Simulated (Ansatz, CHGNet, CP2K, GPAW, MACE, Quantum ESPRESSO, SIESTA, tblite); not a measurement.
# Which run comes nearest? Glassy 77ZrO2-23SiO2 (mol %) (90 atoms)

Density of this cell: 4.60 g/cm³. The cell holds 90 atoms: 23 Zr, 7 Si and 60 O. Its edges and angles: a = 10.551 Å, b = 10.551 Å, c = 10.551 Å, α = 90.0°, β = 90.0°, γ = 90.0°. 90 atoms (23 Zr, 7 Si, 60 O) placed at random at 4.39 g/cm³, melted at 4000 K for 10 ps at fixed volume with the Morse and Coulomb pair potential with partial charges (Pedone, Malavasi, Menziani, Cormack and Segre, J. Phys. Chem. B 110, 11780 (2006)). Quenched from 1800 K to 300 K at 50 K/ps and fixed volume, held 10 ps at zero pressure, then minimised at fixed cell. Then every atom was moved at random, 0.03 Å r.m.s. a Cartesian component.

Geometry: as built.

The reference, a calculation:

| Quantity | Value |
| --- | --- |
| method | Kohn-Sham DFT, PBE, SSSP efficiency 1.3.0 pseudopotentials, plane waves (Quantum ESPRESSO 7.5); sssp-pbe-1.3.0-efficiency, cutoffs 60/480 Ry, Γ point |
| r.m.s. force component | 1.335 eV/Å |
| longest force | 7.467 eV/Å |
| pressure | 2.401 GPa |
| gap (highest filled to lowest empty level) | 3.207 eV |
| time | 4.2 min on 4 MPI ranks of Arm Neoverse V1, shared host |
| CPU time | 17 min |

Runs, in no order:
A. SIESTA PBE, SZP, shift 0.01 Ry, mesh 500 Ry: Kohn-Sham DFT, PBE, PseudoDojo 0.4.1 norm-conserving pseudopotentials (converted to PSML), numerical atomic orbitals (SZP), diagonalisation
B. tblite GFN1-xTB: GFN1-xTB tight binding, diagonalisation
C. SIESTA PBE, DZP, shift 0.01 Ry, mesh 500 Ry: Kohn-Sham DFT, PBE, PseudoDojo 0.4.1 norm-conserving pseudopotentials (converted to PSML), numerical atomic orbitals (DZP), diagonalisation
D. CP2K PBE, DZVP-MOLOPT-SR, 600/50 Ry, diagonalisation: Kohn-Sham DFT, PBE, GTH-PBE pseudopotentials, Gaussian and plane waves, DZVP-MOLOPT-SR-GTH, diagonalisation
E. GPAW PBE, LCAO dzp, h 0.18 Å, other mixer settings: Kohn-Sham DFT, PBE, PAW, atomic orbitals (dzp)

Q: Order them from the smallest to the largest r.m.s. force difference.

D, C, E, A, B.

```tsv
run	Δ force, r.m.s. (meV/Å)	share of r.m.s. force (%)	CPU time
D. CP2K PBE, DZVP-MOLOPT-SR, 600/50 Ry, diagonalisation	82.2	6.16	11 min
C. SIESTA PBE, DZP, shift 0.01 Ry, mesh 500 Ry	177	13.3	7.1 min
E. GPAW PBE, LCAO dzp, h 0.18 Å, other mixer settings	257	19.3	12 min
A. SIESTA PBE, SZP, shift 0.01 Ry, mesh 500 Ry	381	28.5	5.1 min
B. tblite GFN1-xTB	574	43.0	5.5 s
```

Periodic xTB results under one method name differ between programs and library versions. The network of bonds at the start is that of the classical potential that made the cell, and needn't be the one that DFT or experiment would give. The electronic-structure runs sample only Γ, in a cell whose shortest periodic width is 11 Å.

[Logs are printed without paths, hosts, clocks, repeated set-up lines and the standing remarks that a program may print on its own settings, such as how far it seeks lower states.]

[Hosts, paths, dates, database ids (printed as entryN), source tags and the programs' standing remarks are cut or masked in the printed files.]
